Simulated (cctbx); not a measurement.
# Reading a Patterson map

Space group R-3m (no. 166), a = 7.3170 Å, b = 7.3170 Å, c = 18.0980 Å, α = 90.00°, β = 90.00°, γ = 120.00°, content Co6 Cr3 Sc9 S24.

The data are simulated with cctbx, not measured: synchrotron X-rays, λ = 0.7749 Å, to d = 0.7 Å, 50 % of the full sphere, strongest reflection 5000 counts, noise from counting, a 6 % proportional error and a noise floor of 4 counts (s.d.); no absorption.

Patterson synthesis, origin scaled to 1000:

```text
Patterson group R -3 m :H
      u       v       w   height  length (A)
  0.000   0.000   0.000   1000.0     0.00
  0.000   0.000   0.245    520.8     4.43
  0.000   0.000   0.378    382.3     6.84
  0.000   0.500   0.500    366.0     9.76
  0.020   0.510   0.749    358.8     5.83
  0.018   0.509   0.121    322.5     4.27
  0.000   0.500   0.000    278.5     3.66
  0.038   0.519   0.367    154.0     7.59
  0.000   0.000   0.134    128.6     2.42
  0.000   0.000   0.485     75.6     8.79
  0.041   0.082   0.953     23.7     1.00
  0.037   0.075   0.048     20.3     0.99
  0.000   0.000   0.056     19.2     1.01
  0.020   0.126   0.029     14.0     1.01
```

Q: Assign the vectors.

A peak at u stands for all pairs with xi − xj = u, with weight Σ ZiZj against Σ Z² = 16215 at the origin. Peak heights follow these weights only roughly, since form factors, motion and series ripples differ, all vectors within 0.55 Å of a peak are counted as merged into it though the farther ones add only part of their weight, and F(000) is left out, which lowers the whole map:

| u | v | w | shortest length (Å) | height | 1000 ΣZiZj/ΣZ² | pairs in the cell |
| --- | --- | --- | --- | --- | --- | --- |
| 0.000 | 0.000 | 0.245 | 4.43 | 521 | 650 | 18 × Sc–S, 6 × Cr–S, 3 × Co–Co |
| 0.000 | 0.000 | 0.378 | 4.30 | 382 | 400 | 6 × Co–Cr, 6 × Co–S |
| 0.000 | 0.500 | 0.500 | 3.68 | 366 | 565 | 24 × S–S, 6 × Cr–Sc |
| 0.020 | 0.510 | 0.749 | 2.48 | 359 | 515 | 18 × Sc–S, 6 × Cr–S |
| 0.018 | 0.509 | 0.121 | 4.27 | 322 | 370 | 6 × Co–Sc, 6 × Co–S |
| 0.000 | 0.500 | 0.000 | 3.66 | 278 | 542 | 24 × S–S, 6 × Sc–Sc |
| 0.038 | 0.519 | 0.367 | 2.43 | 154 | 160 | 6 × Co–S |
| 0.000 | 0.000 | 0.134 | 2.43 | 129 | 160 | 6 × Co–S |
| 0.000 | 0.000 | 0.485 | 5.04 | 76 | 237 | 15 × S–S |

The table stops at ten peaks or at a height of 45, below which ripples compete. In the model behind the data Co, the heaviest element, has 1 independent site: (1/3, 2/3, 0.7927), up to an allowed shift of origin; the Co–Co vectors are differences of these positions and their symmetry mates. Elements of similar Z can't be told apart from the map alone. The whole model:

```
atom  mult.       x       y       z  Ueq (Å²)
 Co1      6     1/3     2/3  0.7927    0.0029
 Cr1      3     2/3     1/3     5/6    0.0066
 Sc1      9     1/2       0       0    0.0053
  S1     18  0.3651  0.1826  0.9093    0.0043
  S2      6       0       0  0.7437    0.0055
```

This is a model crystal, built by substitution and not relaxed, with assumed displacement parameters.

[Logs are printed without paths, hosts, clocks, repeated set-up lines and the standing remarks that a program may print on its own settings, such as how far it seeks lower states.]
